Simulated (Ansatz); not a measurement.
**Mg2BeN2 (built on the sites of a database entry of BaMg2Sb2): phonons and vibrational spectra**

Wanted: phonon frequencies of Mg2BeN2 (built on the sites of a database entry of BaMg2Sb2) and what follows from them.

Method: DFT PBEsol, scalar-relativistic, plane waves, PAW, in Ansatz 0.2.0.

The structure was built from a prototype and need not be the compound's stable phase.

### 1. Set-up

It takes space group P-3m1 (No. 164, trigonal). Conventional cell: a = 3.590 Å, b = 3.590 Å, c = 6.097 Å, α = 90.00°, β = 90.00°, γ = 120.00°. Nearest to Be lie 6 N at 2.64 Å. Nearest to Mg lie 4 N at 2.17 Å. Nearest to N lie 4 Mg at 2.17 Å. Farther neighbours and most contacts between anions are not listed.

As a file:

```cif
data_structure
_symmetry_space_group_name_H-M 'P 1'
_symmetry_Int_Tables_number 1
_cell_length_a 3.5903
_cell_length_b 3.5903
_cell_length_c 6.0967
_cell_angle_alpha 90.000
_cell_angle_beta 90.000
_cell_angle_gamma 120.000
_cell_volume 68.06
loop_
_atom_site_label
_atom_site_type_symbol
_atom_site_fract_x
_atom_site_fract_y
_atom_site_fract_z
_atom_site_occupancy
Be1 Be 0.00000 0.00000 0.00000 1
Mg2 Mg 0.33333 0.66667 0.62470 1
Mg3 Mg 0.66667 0.33333 0.37530 1
N4 N 0.33333 0.66667 0.26800 1
N5 N 0.66667 0.33333 0.73200 1
```

### 2. Coarse relaxation

The start is far from rest, so a relaxation with loose tolerances brings it close first.

Contents of input.yaml:

```yaml
crystal:
  lattice:
    - [3.59025, 0.0, 0.0]
    - [-1.79513, 3.10925, 0.0]
    - [0.0, 0.0, 6.09665]
  atoms:
    - { symbol: Be, position: [0.0, 0.0, 0.0] }
    - { symbol: Mg, position: [0.3333333333, 0.6666666667, 0.6247] }
    - { symbol: Mg, position: [0.6666666667, 0.3333333333, 0.3753] }
    - { symbol: "N", position: [0.3333333333, 0.6666666667, 0.268] }
    - { symbol: "N", position: [0.6666666667, 0.3333333333, 0.732] }
kpoints:
  mp_grid: { grid: [6, 6, 4] }
hamiltonian:
  xc: pbesol
scf:
  occupations: { method: gaussian, width: 0.1 }
output:
  forces: true
  stress: true
  eigenvalues: true
relax:
  adjacent_minimum: "off"
  f_tol: 0.05
  max_steps: 80
  cell: { stress_tol: 0.5 }
```

The run is started by

```sh
$ ansatz run input.yaml --threads 8 --pin off --max-ram 14336MiB --backend cpu --events-out ev --progress --plain --runs-dir out
```

Numbers of over 12 decimals in the logs are rounded to 6 here.

What it wrote:

```text
The last accepted step is kept in <dir> (removed where the run ends without a failure and the disk answers)
Engine: ansatz 0.2.0, aarch64-unknown-linux-gnu
Pseudopotentials: kind: paw
Pseudopotential: Be, paw, valence charge 2, recommended cutoff 420 eV (normal), Be.paw.azcp
Pseudopotential: Mg, paw, valence charge 10, recommended cutoff 420 eV (normal), Mg.paw.azcp
[...]
- [3.359039, 2.7008447687470054e-6, -7.857872989752465e-17]
    - [-1.679522, 2.909012, 5.238583614404603e-17]
    - [-1.3343552984549094e-16, 2.5679600218438506e-17, 5.101462]
  atoms:
    - { symbol: Be, position: [0, 0, -4.552594558590193e-19] }
    - { symbol: Mg, position: [0.333333, 0.666667, 0.687554] }
    - { symbol: Mg, position: [0.666667, 0.333333, 0.312446] }
    - { symbol: N, position: [0.333333, 0.666667, 0.216281] }
    - { symbol: N, position: [0.666667, 0.333333, 0.783719] }
[key lines of the parts left out:]
SCF converged after 5 iterations
Free energy (F): -4673.100237 eV
Fermi energy:    9.273839 eV
P = ⅓ Tr σ = -0.3799 GPa (-3.799 kbar)
```

It took 3.1 s on 8 threads of Arm Neoverse V2, shared host; peak memory 0.38 GiB; 17 s of CPU time.

Relaxation path:

```
step  energy less that of the first step (eV)  largest force component (eV/Å)  pressure (GPa)  volume (Å³)
   1                                   0.0000                          2.6751          -16.77        68.06
   2                                  -1.0563                          1.8973          -14.97        62.75
   3                                  -2.0896                          0.9054           -8.10        55.40
   4                                  -2.5242                          0.3853           -1.88        50.77
   5                                  -2.5531                          0.1050            1.32        49.40
   6                                  -2.5561                          0.0650            0.62        49.69
   7                                  -2.5557                          0.0472           -0.51        50.00
   8                                  -2.5565                          0.0014           -0.02        49.85
  9*                                  -2.5469                          0.0012           -0.38        49.85
```

Relaxation steps marked * repeat the geometry before them on a plane-wave basis chosen anew for their cell, so energy and pressure can jump there.

The run keeps the 12 symmetry operations that it works with, so distortions that break them were not tested.

```
     cell as run  before  after   change
           a (Å)   3.590  3.359   -6.4 %
           b (Å)   3.590  3.359   -6.4 %
           c (Å)   6.097  5.101  -16.3 %
volume (Å³/atom)   13.61   9.97  -26.8 %
```

The atoms that moved most (Å, as changes of fractional coordinates times the final cell):

```
atom     dx     dy      dz  length
 Mg3  0.000  0.000  -0.321   0.321
 Mg2  0.000  0.000   0.321   0.321
  N4  0.000  0.000  -0.264   0.264
  N5  0.000  0.000   0.264   0.264
```

Final coordinates:

```xyz
5
Lattice="3.3590 0.0000 0.0000 -1.6795 2.9090 0.0000 0.0000 0.0000 5.1015" Properties=species:S:1:pos:R:3 pbc="T T T"
Be    0.0000    0.0000    0.0000
Mg    0.0000    1.9393    3.5075
Mg    1.6795    0.9697    1.5939
N     0.0000    1.9393    1.1033
N     1.6795    0.9697    3.9981
```

A gap read on the k-mesh alone can miss the band edges.

This step gave:

```
pressure           : -0.3799 GPa
gap on the k-mesh  : 1.339 eV
volume per atom    : 9.970 Å³
direct gap on mesh : 1.339 eV
```

In this step the volume went from 13.61 to 9.97 Å³/atom.

### 3. Bringing the structure to rest

Harmonic phonons are second derivatives at a point where the forces vanish, and they are wanted at zero stress, so atoms and cell are relaxed first.

Contents of input.yaml:

```yaml
crystal:
  lattice:
    - [3.3590393998, 2.7008e-06, 0.0]
    - [-1.6795220389, 2.9090121022, 0.0]
    - [0.0, 0.0, 5.1014622962]
  atoms:
    - { symbol: Be, position: [0.0, 0.0, 0.0] }
    - { symbol: Mg, position: [0.3333333333, 0.6666666667, 0.6875537893] }
    - { symbol: Mg, position: [0.6666666667, 0.3333333333, 0.3124462107] }
    - { symbol: "N", position: [0.3333333333, 0.6666666667, 0.2162807927] }
    - { symbol: "N", position: [0.6666666667, 0.3333333333, 0.7837192073] }
kpoints:
  mp_grid: { grid: [9, 9, 6] }
hamiltonian:
  xc: pbesol
scf:
  occupations: { method: gaussian, width: 0.02 }
output:
  forces: true
  stress: true
  eigenvalues: true
  write_density: true
  write_potential: true
  elf: true
  volumetric_format: npy
relax:
  adjacent_minimum: "off"
  f_tol: 0.005
  max_steps: 80
  cell: { stress_tol: 0.05 }
```

What it wrote:

```text
[...]
Crystal: 5 atoms, lattice volume = 49.849 Å³
Basis set: ecut = 420 eV, 953 PW (Γ), exchange–correlation on 48×48×72 points (8 copies of the dense FFT grid, shifted against one another)
Bands: 21, of which v1, the nominal top of the filled ones, is band 16 counted from 1 (15 counted from 0)
Symmetry: 12 space group operations
[...]
k-points: 62 of 486
[...]
SCF iter   1: F=—  HF=-4673.122623 eV  |F-HF|=—  |Δ(HF+E_count)|=         —  Δρ=1.14e-2  dr2=6.93e-2  ethr=1.77e-3  ⟨swp⟩=6.2  Hψ=6526  notcnv=0
[...]
SCF iter   6: F=-4673.102409 eV  HF=-4673.102409 eV  |F-HF|=3.05e-9  |Δ(HF+E_count)|=   7.64e-8  Δρ=4.08e-6  dr2=1.03e-8  ethr=3.13e-10  ⟨swp⟩=12.5  Hψ=9136  notcnv=0
SCF 1 converged in 6 iterations: F = -4673.102409 eV  dr2 = 1.03e-8
[...]
relax step   1: F+E_penalty+E_count = -4673.10240876 eV  Δ(F+E_penalty+E_count) = +0.000e0 eV  max|allowed force component| = 1.838e-3 eV/Å  Δτ_max = 0.0000 Å  P = -0.358 GPa  Ω = 49.849 Å³  (6 SCF iters, dr2 threshold 1.00e-7 eV, accepted)
Crystal: 5 atoms, lattice volume = 49.764 Å³
[...]
SCF iter   4: F=-4673.102743 eV  HF=-4673.102743 eV  |F-HF|=7.45e-10  |Δ(HF+E_count)|=   3.79e-8  Δρ=3.80e-6  dr2=6.88e-9  ethr=1.09e-9  ⟨swp⟩=9.3  Hψ=8429  notcnv=0
SCF 2 converged in 4 iterations: F = -4673.102743 eV  dr2 = 6.88e-9
relax step   2: F+E_penalty+E_count = -4673.10274312 eV  Δ(F+E_penalty+E_count) = -3.344e-4 eV  max|allowed force component| = 8.170e-3 eV/Å  Δτ_max = 0.0009 Å  P = -0.159 GPa  Ω = 49.764 Å³  energy of the carried Pulay correction = +2.002e-4 eV  (4 SCF iters, dr2 threshold 3.48e-7 eV, accepted)
Crystal: 5 atoms, lattice volume = 49.695 Å³
[...]
SCF iter   4: F=-4673.102942 eV  HF=-4673.102942 eV  |F-HF|=3.49e-9  |Δ(HF+E_count)|=   3.20e-8  Δρ=7.40e-6  dr2=3.91e-8  ethr=2.15e-10  ⟨swp⟩=6.5  Hψ=8085  notcnv=0
SCF 3 converged in 4 iterations: F = -4673.102942 eV  dr2 = 3.91e-8
relax step   3: F+E_penalty+E_count = -4673.10294212 eV  Δ(F+E_penalty+E_count) = -1.990e-4 eV  max|allowed force component| = 7.961e-4 eV/Å  Δτ_max = 0.0009 Å  P = +0.025 GPa  Ω = 49.695 Å³  energy of the carried Pulay correction = +3.602e-4 eV  (4 SCF iters, dr2 threshold 6.89e-8 eV, accepted)
[...]
relax step   4: F+E_penalty+E_count = -4673.10295722 eV  Δ(F+E_penalty+E_count) = -1.509e-5 eV  max|allowed force component| = 1.857e-3 eV/Å  Δτ_max = 0.0001 Å  P = +0.015 GPa  Ω = 49.692 Å³  energy of the carried Pulay correction = +3.700e-4 eV  (4 SCF iters, dr2 threshold 6.85e-9 eV, accepted)
[...]
SCF iter   1: F=—  HF=-4673.102522 eV  |F-HF|=—  |Δ(HF+E_count)|=         —  Δρ=1.86e-5  dr2=2.23e-8  ethr=5.39e-7  ⟨swp⟩=2.5  Hψ=9423  notcnv=0
eigensolver tolerance schedule: the retry pair's looser diagonalisation over-reported the residual by 7733.92 of it (diagonalisation noise at an unbounded share of the residual, at the tolerance the schedule requests for it); recorded, not acted on — ethr = c·dr2/N_el stays at c = 1.0e-1
SCF iter   2: F=—  HF=-4673.102536 eV  |F-HF|=—  |Δ(HF+E_count)|=   1.41e-5  Δρ=9.99e-6  dr2=7.61e-9  ethr=6.97e-11  ⟨swp⟩=3.2  Hψ=2926  notcnv=0
[...]
SCF iter   5: F=-4673.102536 eV  HF=-4673.102536 eV  |F-HF|=2.64e-11  |Δ(HF+E_count)|=  3.73e-11  Δρ=3.11e-7  dr2=4.29e-11  ethr=1.00e-12  ⟨swp⟩=5.2  Hψ=5278  notcnv=0
SCF 5 converged in 5 iterations: F = -4673.102536 eV  dr2 = 4.29e-11
relax step   5: F+E_penalty+E_count = -4673.10253613 eV  Δ(F+E_penalty+E_count) = +4.211e-4 eV  max|allowed force component| = 1.795e-3 eV/Å  Δτ_max = 0.0000 Å  P = +0.002 GPa  Ω = 49.692 Å³  stress off target by 2.75e-2 GPa  SCF on the basis re-selected at this cell (its energy is not comparable with the rows above)  (5 SCF iters)
[...]
SCF converged after 5 iterations
Free energy (F): -4673.102536 eV
[...]
Internal energy: -4673.102536 eV  (E = F + TS)
E sigma→0 (E₀):  -4673.102536 eV
Fermi energy:    9.321928 eV
[...]
--- Forces (eV/Å), atoms counted from 1 ---
  atom   1  Be     0.00000000     0.00000000     0.00000000
  atom   2  Mg     0.00000000     0.00000000     0.00052804
  atom   3  Mg     0.00000000    -0.00000000    -0.00052804
  atom   4  N      0.00000000    -0.00000000     0.00179527
  atom   5  N     -0.00000000     0.00000000    -0.00179527
  max |Σ_I F_I| component: 2.17e-19 eV/Å
--- Stress (GPa, compression-positive) ---
        0.016739      -0.000000       0.000000
       -0.000000       0.016739       0.000000
        0.000000       0.000000      -0.027451
  P = ⅓ Tr σ = 0.0020 GPa (0.020 kbar)
--- Band table (eV; the first three rows and the last of 62) ---
  k-point 0: bands = [... 12 lower, 6.9951, 7.3209, 7.3209, 8.6439, 9.9999, 11.8999, 14.9265, 14.9265, ... 1 higher]
  k-point 1: bands = [... 12 lower, 7.0161, 7.3039, 7.3039, 7.8343, 10.6715, 11.9649, 14.8784, 14.8784, ... 1 higher]
  k-point 2: bands = [... 12 lower, 7.0690, 7.0690, 7.2575, 7.2575, 11.3724, 12.2887, 14.7889, 14.7889, ... 1 higher]
  k-point 61: bands = [... 12 lower, 3.8021, 4.4163, 7.8779, 7.8779, 13.3239, 14.1797, 14.1797, 14.5107, ... 1 higher]
--- Relaxed structure (4 steps of the walk, 4 accepted, 1 SCFs on fresh bases) ---
[...]
cell:  # Å, volume = 49.6924 Å³
    - [3.357266, 2.6993964093384646e-6, 0]
    - [-1.678635, 2.907476, 0]
    - [0, 0, 5.090822]
  atoms:
    - { symbol: Be, position: [0, 0, 0] }
    - { symbol: Mg, position: [0.333333, 0.666667, 0.687470] }
    - { symbol: Mg, position: [0.666667, 0.333333, 0.312530] }
    - { symbol: N, position: [0.333333, 0.666667, 0.216265] }
    - { symbol: N, position: [0.666667, 0.333333, 0.783735] }
```

Run time: 2.4 s. Hardware: 8 threads; peak memory 0.42 GiB; 15 s of CPU time.

Relaxation path:

```
step  energy less that of the first step (eV)  largest force component (eV/Å)  pressure (GPa)  volume (Å³)
   1                                   0.0000                          0.0018           -0.36        49.85
   2                                  -0.0003                          0.0082           -0.16        49.76
   3                                  -0.0005                          0.0008            0.03        49.70
   4                                  -0.0005                          0.0019            0.01        49.69
  5*                                  -0.0001                          0.0018            0.00        49.69
```

Relaxation steps marked * repeat the geometry before them on a plane-wave basis chosen anew for their cell, so energy and pressure can jump there.

Forces are held to the 12 operations that the run works with; a distortion that breaks them can't arise in this run.

```
conventional cell, symmetrised  before  after  change
                         a (Å)   3.359  3.357  -0.1 %
                         b (Å)   3.359  3.357  -0.1 %
                         c (Å)   5.101  5.091  -0.2 %
              volume (Å³/atom)    9.97   9.94  -0.3 %
```

The relaxed structure:

```xyz
5
Lattice="3.3573 0.0000 0.0000 -1.6786 2.9075 0.0000 0.0000 0.0000 5.0908" Properties=species:S:1:pos:R:3 pbc="T T T"
Be    0.0000    0.0000    0.0000
Mg    0.0000    1.9383    3.4998
Mg    1.6786    0.9692    1.5910
N     0.0000    1.9383    1.1010
N     1.6786    0.9692    3.9899
```

Numbers from this step:

```yaml
pressure: 0.002009 GPa
gap_on_the_k_mesh: 1.356 eV
volume_per_atom: 9.938 Å³
direct_gap_on_mesh: 1.356 eV
```

Valence density in the ac plane at fractional y = 0.333, with atoms of Mg and N within 0.2 Å of it. It is the smooth field of the valence electrons, not physical close to the nuclei.

Ten steps, logarithmic in the rise over the least value, from '_' (0 e/Å³) to '@' (28 e/Å³):
```
________________................__
______________....::::----::::....
____________....::--======----::..
..__________..::--==++++++==--::..
..__________..::--==++++++++==--::
..__________..::--==++++++++==--::
..__________..::--==++++++====::..
____________....::--========--::..
______________....::--------::....
________________....::::::::....__
__________________............____
__________________________________
__________________________________
____________________......________
__________________..--====--..____
________________..==**####**--..__
________________::**%%@@@@##++..__
__..........__..--**%%@@@@%%++::__
................::++%%@@@@##==....
..................--**##**++::....
..............____..::----::..____
..............____________________
__..........______________________
____......________________________
__________________________________
______________________..__________
```
Columns run along a (3.4 Å), rows up along c (5.1 Å). Atoms in or near the plane, at fractional coordinates: Mg at (0.67, 0.31), N at (0.67, 0.78).

ELF in the ac plane at fractional y = 0.333, with atoms of Mg and N within 0.2 Å of it. It is the smooth field of the valence electrons, not physical close to the nuclei.

Values, 21 rows by 14 columns, each cell a mean:
```
0.26 0.22 0.21 0.22 0.24 0.31 0.43 0.57 0.68 0.72 0.71 0.64 0.51 0.36
0.38 0.26 0.20 0.22 0.32 0.49 0.65 0.76 0.79 0.79 0.79 0.79 0.72 0.58
0.50 0.29 0.19 0.22 0.39 0.62 0.77 0.81 0.75 0.63 0.68 0.79 0.80 0.72
0.52 0.25 0.14 0.17 0.38 0.67 0.80 0.79 0.55 0.25 0.38 0.69 0.81 0.77
0.45 0.16 0.08 0.11 0.29 0.62 0.80 0.77 0.49 0.16 0.29 0.65 0.81 0.76
0.34 0.10 0.05 0.07 0.21 0.54 0.76 0.80 0.69 0.52 0.59 0.76 0.80 0.71
0.25 0.07 0.04 0.05 0.15 0.44 0.70 0.80 0.81 0.78 0.80 0.81 0.77 0.63
0.20 0.06 0.04 0.05 0.12 0.36 0.61 0.74 0.79 0.81 0.80 0.77 0.70 0.52
0.17 0.07 0.05 0.06 0.12 0.27 0.46 0.60 0.67 0.70 0.69 0.64 0.54 0.38
0.15 0.11 0.10 0.10 0.13 0.19 0.26 0.31 0.31 0.30 0.31 0.31 0.29 0.23
0.16 0.19 0.20 0.20 0.18 0.14 0.11 0.08 0.08 0.09 0.09 0.08 0.09 0.12
0.20 0.30 0.34 0.33 0.26 0.13 0.06 0.09 0.21 0.29 0.26 0.15 0.06 0.07
0.24 0.43 0.49 0.47 0.36 0.13 0.08 0.25 0.40 0.39 0.40 0.34 0.14 0.06
0.32 0.55 0.61 0.59 0.46 0.17 0.13 0.33 0.36 0.25 0.30 0.38 0.22 0.07
0.41 0.64 0.68 0.66 0.55 0.23 0.13 0.32 0.36 0.25 0.30 0.37 0.21 0.10
0.52 0.69 0.73 0.72 0.62 0.32 0.12 0.24 0.39 0.38 0.39 0.33 0.14 0.14
0.59 0.72 0.76 0.75 0.66 0.41 0.14 0.10 0.23 0.32 0.29 0.16 0.08 0.23
0.57 0.70 0.75 0.73 0.64 0.43 0.20 0.06 0.04 0.05 0.05 0.04 0.10 0.30
0.45 0.61 0.68 0.65 0.53 0.34 0.19 0.09 0.06 0.05 0.05 0.07 0.13 0.25
0.30 0.43 0.51 0.49 0.37 0.24 0.16 0.14 0.15 0.17 0.16 0.14 0.14 0.19
0.22 0.27 0.31 0.30 0.25 0.20 0.21 0.27 0.36 0.42 0.40 0.32 0.23 0.19
```
Columns run along a (3.4 Å), rows up along c (5.1 Å). Atoms in or near the plane, at fractional coordinates: Mg at (0.67, 0.31), N at (0.67, 0.78).

Electrostatic potential energy in the ac plane at fractional y = 0.333, with atoms of Mg and N within 0.2 Å of it. With pseudopotentials it is smooth inside the atoms' cores, unlike the true potential.

Ten even steps from '0' (-60 eV) to '9' (11 eV):
```
99999999999999999
99999999999889999
99999999986556899
99999999853123699
99999999741002589
99999999740001589
99999999852013689
99889999975446899
99989999998778999
99999999999999999
99999999999999999
99999999999999999
99999999999889999
99999999888778899
99999999875446789
99999998752003589
99999998620000478
99999998620000378
99999998630000478
99999998753113689
99999999876556889
99999999988888899
99999999999999999
99999999999999999
99999999999999999
99999999999999999
```
Columns run along a (3.4 Å; values clipped at the 3rd and 97th percentile), rows up along c (5.1 Å). Atoms in or near the plane, at fractional coordinates: Mg at (0.67, 0.31), N at (0.67, 0.78).

In this step the volume went from 9.97 to 9.94 Å³/atom.

### 4. Tight relaxation

Phonons need a cell at rest on their own settings, so the relaxation is repeated with tight tolerances on forces and stress on the k mesh and occupations of the first response run.

Contents of input.yaml:

```yaml
crystal:
  lattice:
    - [3.3572660306, 2.6994e-06, 0.0]
    - [-1.6786353531, 2.9074763201, 0.0]
    - [0.0, 0.0, 5.0908217518]
  atoms:
    - { symbol: Be, position: [0.0, 0.0, 0.0] }
    - { symbol: Mg, position: [0.3333333333, 0.6666666667, 0.6874699995] }
    - { symbol: Mg, position: [0.6666666667, 0.3333333333, 0.3125300005] }
    - { symbol: "N", position: [0.3333333333, 0.6666666667, 0.2162646799] }
    - { symbol: "N", position: [0.6666666667, 0.3333333333, 0.7837353201] }
kpoints:
  mp_grid: { grid: [9, 9, 6] }
hamiltonian:
  xc: pbesol
scf:
  occupations: { method: fixed }
output:
  forces: true
  stress: true
  eigenvalues: true
relax:
  adjacent_minimum: "off"
  f_tol: 0.001
  max_steps: 60
  cell: { stress_tol: 0.01 }
```

What it wrote:

```text
[...]
Crystal: 5 atoms, lattice volume = 49.692 Å³
Basis set: ecut = 420 eV, 953 PW (Γ), exchange–correlation on 48×48×72 points (8 copies of the dense FFT grid, shifted against one another)
Bands: 21, of which v1, the nominal top of the filled ones, is band 16 counted from 1 (15 counted from 0)
Symmetry: 12 space group operations
[...]
k-points: 62 of 486
[...]
cell:  # Å, volume = 49.6829 Å³
    - [3.358022, 2.7000376942589313e-6, 0]
    - [-1.679014, 2.908131, 0]
    - [0, 1.1750797712366932e-19, 5.087558]
  atoms:
    - { symbol: Be, position: [0, 0, 0] }
    - { symbol: Mg, position: [0.333333, 0.666667, 0.687494] }
    - { symbol: Mg, position: [0.666667, 0.333333, 0.312506] }
    - { symbol: N, position: [0.333333, 0.666667, 0.216359] }
    - { symbol: N, position: [0.666667, 0.333333, 0.783641] }
[key lines of the parts left out:]
SCF converged after 5 iterations
Free energy (F): -4673.102539 eV
Fermi energy:    8.648278 eV
P = ⅓ Tr σ = 0.0016 GPa (0.016 kbar)
```

Elapsed: 3.7 s, on 8 threads; peak memory 0.42 GiB; 23 s of CPU time.

Little changed from the start: no atom moved by 0.005 Å and no cell edge by 0.1 %.

Numbers from this step:

```yaml
pressure: 0.001580 GPa
gap_on_the_k_mesh: 1.355 eV
volume_per_atom: 9.937 Å³
direct_gap_on_mesh: 1.355 eV
```

The largest force component left is 0.056 meV/Å and the pressure is 0.002 GPa, within the tolerances set. The cell now holds 9.94 Å³/atom.

[end of part 1 of 3]

[Logs are printed without paths, hosts, clocks, repeated set-up lines and the standing remarks that a program may print on its own settings, such as how far it seeks lower states.]

[Hosts, paths, dates, database ids (printed as entryN), source tags and the programs' standing remarks are cut or masked in the printed files.]
